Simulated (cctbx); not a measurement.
# Diagnosing a refinement

Cell a = 10.5460 Å, b = 13.5230 Å, c = 6.6630 Å, α = 90.00°, β = 90.00°, γ = 90.00°; space group Cmc2_1 (no. 36). The compound is Gd3CrS6.

Simulated single-crystal data (cctbx): Cu Kα, λ = 1.54184 Å, to d = 0.8 Å, 95 % of the full sphere, strongest reflection 40000 counts, noise from counting, a 1.5 % proportional error and a noise floor of 8 counts (s.d.); no absorption.

An anisotropic refinement with weights 1/σ² prints:

```text
Rint 0.017, 1025 unique reflections to 0.80 A
cycle     R1     wR2    GooF  max shift (A)
   1  0.1090  0.2570  14.150   0.01989
   2  0.0835  0.2024  11.143   0.00038
final R1 0.0835 wR2 0.2024 GooF 11.143  parameters 51  data/parameter 20.1
atom        x        y        z      Ueq    occ   su(xyz)  su(Uiso or U11)
Gd1    0.50000  0.60466  0.48674   0.0149  1.000  0.00027  0.0013
Ho1    0.68807  0.89482  0.54714  -0.0022  1.000  0.00022  0.0007  NPD
Cr1    0.50000  0.80926  0.06157   0.0114  1.000  0.00116  0.0027
S1     0.50000  0.78971  0.72292   0.0161  1.000  0.00175  0.0049
S2     0.50000  0.04344  0.71464   0.0174  1.000  0.00157  0.0047
S3     0.34404  0.26187  0.73968   0.0125  1.000  0.00109  0.0032
S4     0.15658  0.01373  0.76300   0.0170  1.000  0.00126  0.0031
difference map: max 8.74 min -2.42 rms 0.37
Q1    0.0000  0.1045  0.4866    4    9.59  0.00 A from Gd1
Q2    0.1893  0.3938  0.5451    8    3.31  0.02 A from Ho1
Q3    0.1192  0.3897  0.9886    8    1.59  1.73 A from Cr1
Q4    0.0000  0.2679  0.7255    4    1.48  0.30 A from S1
Q5    0.1853  0.1806  0.0674    8    1.31  1.42 A from S3
Q6    0.1569  0.0274  0.7718    8    1.31  0.19 A from S4
```

Q: Accept it or mend it, and why?

Mend it. The fault: wrong element: Ho1 is Gd. Against the right model at the same level, R1 goes from 0.0075 to 0.0835 and GooF from 0.94 to 11.14, U of Ho1 shrinks from 0.0067 to -0.0022 Å², the top difference peak, 9.6 e/Å³, lies on Gd1 and Ho1 goes non-positive-definite. Ho1 has 3 electrons too many, yet its U moves the other way: dispersion, the scale or a false minimum can outweigh the electron count.

The compound is Gd3CrS6. The right model at the same level gives:

```text
Rint 0.017, 1025 unique reflections to 0.80 A
cycle     R1     wR2    GooF  max shift (A)
   1  0.0240  0.0596   3.281   0.00564
   2  0.0075  0.0171   0.940   0.00001
final R1 0.0075 wR2 0.0171 GooF 0.940  parameters 51  data/parameter 20.1
atom        x        y        z      Ueq    occ   su(xyz)  su(Uiso or U11)
Gd1    0.50000  0.60462  0.48676   0.0121  1.000  0.00002  0.0001
Gd2    0.68810  0.89489  0.54670   0.0067  1.000  0.00002  0.0001
Cr1    0.50000  0.80944  0.06223   0.0111  1.000  0.00010  0.0002
S1     0.50000  0.78855  0.72406   0.0157  1.000  0.00014  0.0004
S2     0.50000  0.04281  0.71693   0.0174  1.000  0.00014  0.0004
S3     0.34430  0.26217  0.74086   0.0103  1.000  0.00009  0.0003
S4     0.15674  0.01472  0.76405   0.0135  1.000  0.00011  0.0003
Flack x: 0.002(2)
Hooft y: -0.000(2)  Bijvoet pairs: 465
difference map: max 0.23 min -0.23 rms 0.06
Q1    0.2031  0.2348  0.1279    8    0.23  0.90 A from S3
Q2    0.0000  0.1497  0.0252    4    0.23  2.17 A from Cr1
Q3    0.2295  0.4610  0.3506    8    0.21  1.37 A from S4
Q4    0.1568  0.5073  0.1933    8    0.21  1.68 A from Gd2
Q5    0.1768  0.3491  0.3922    8    0.21  1.21 A from Gd2
Q6    0.1753  0.1406  0.4729    8    0.20  1.91 A from Gd1
```

Isotropic U is held between 0.0001 and 1 Å² by the program, and listed peak heights are interpolated, so they can pass the grid's maximum.

The model is made up (kin elements in a known structure type, no relaxation), so it says nothing on whether the phase exists.

[Middle refinement cycles are left out of these outputs.]

[Logs are printed without paths, hosts, clocks, repeated set-up lines and the standing remarks that a program may print on its own settings, such as how far it seeks lower states.]
